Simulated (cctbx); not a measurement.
**What is wrong with this refinement?**

Cell a = 4.8820 Å, b = 4.8820 Å, c = 11.7030 Å, α = 90.00°, β = 90.00°, γ = 90.00°; space group P4/mmm (no. 123). The compound is RbBi3Pb4.

Simulated single-crystal data (cctbx): Cu Kα, λ = 1.54184 Å, to d = 0.8 Å, 80 % of the full sphere, strongest reflection 70000 counts, noise from counting, a 3 % proportional error and a noise floor of 15 counts (s.d.); no absorption.

An anisotropic refinement with weights 1/σ² prints:

```text
Rint 0.027, 217 unique reflections to 0.80 A
cycle     R1     wR2    GooF  max shift (A)
   1  0.5162  0.7888  49.634   0.01783
   3  0.5073  0.7715  48.543   0.00007
final R1 0.5073 wR2 0.7715 GooF 48.543  parameters 9  data/parameter 24.1
atom        x        y        z      Ueq    occ   su(xyz)  su(Uiso or U11)
Bi1    0.50000  0.50000  0.69557   0.0150  1.000  0.00226  0.0085
Pb1    0.50000  0.00000  0.83964  -0.0005  1.000  0.00093  0.0071  NPD
Rb1    0.00000  0.00000  0.50000  -0.0138  1.000  0.00000  0.0114  NPD
difference map: max 559.68 min -67.21 rms 20.10
Q1    0.0000  0.0000  0.0000    1  559.68  3.08 A from Pb1
Q2    0.5000  0.5000  0.3076    2  295.12  0.04 A from Bi1
Q3    0.0000  0.5000  0.1562    4  263.11  0.05 A from Pb1
Q4    0.0000  0.0000  0.5000    1   97.42  0.00 A from Rb1
Q5    0.5000  0.5000  0.0000    1   92.62  3.08 A from Pb1
Q6    0.0000  0.0000  0.3975    2   79.13  1.20 A from Rb1
```

**Question.** Can this result stand? If not, what is the likely fault?

Mend it. The fault: an atom left out, Bi at (0, 0, 0). Against the right model at the same level, R1 goes from 0.0075 to 0.5073 and GooF from 0.94 to 48.54, the top difference peak, 559.7 e/Å³, lies 3.08 Å from Pb1 and Pb1 and Rb1 go non-positive-definite. Q1 is the missing atom. With scattering power missing, scale and phases suffer, so peaks may also grow on the heavy atoms.

The compound is RbBi3Pb4. The right model at the same level gives:

```text
Rint 0.027, 217 unique reflections to 0.80 A
cycle     R1     wR2    GooF  max shift (A)
   1  0.0152  0.0411   2.598   0.00063
   2  0.0075  0.0148   0.936   0.00000
final R1 0.0075 wR2 0.0148 GooF 0.936  parameters 11  data/parameter 19.7
atom        x        y        z      Ueq    occ   su(xyz)  su(Uiso or U11)
Bi1    0.00000  0.00000  0.00000   0.0043  1.000  0.00000  0.0001
Bi2    0.50000  0.50000  0.69519   0.0101  1.000  0.00002  0.0001
Pb1    0.50000  0.00000  0.84128   0.0042  1.000  0.00001  0.0001
Rb1    0.00000  0.00000  0.50000   0.0058  1.000  0.00000  0.0002
difference map: max 0.68 min -0.51 rms 0.16
Q1    0.5000  0.5000  0.0909    2    0.78  2.50 A from Bi2
Q2    0.2602  0.2602  0.4073    8    0.70  2.04 A from Bi2
Q3    0.0000  0.5000  0.4155    4    0.69  2.63 A from Rb1
Q4    0.0000  0.5000  0.2425    4    0.58  0.98 A from Pb1
Q5    0.5000  0.5000  0.4094    2    0.48  1.22 A from Bi2
Q6    0.0000  0.2720  0.0000    4    0.48  1.33 A from Bi1
```

Isotropic U is held between 0.0001 and 1 Å² by the program, and listed peak heights are interpolated, so they can pass the grid's maximum.

The model was made for the exercise: a known structure type with other elements put in, its volume estimated, not relaxed; displacement parameters are assumed.

[Middle refinement cycles are left out of these outputs.]

[Logs are printed without paths, hosts, clocks, repeated set-up lines and the standing remarks that a program may print on its own settings, such as how far it seeks lower states.]
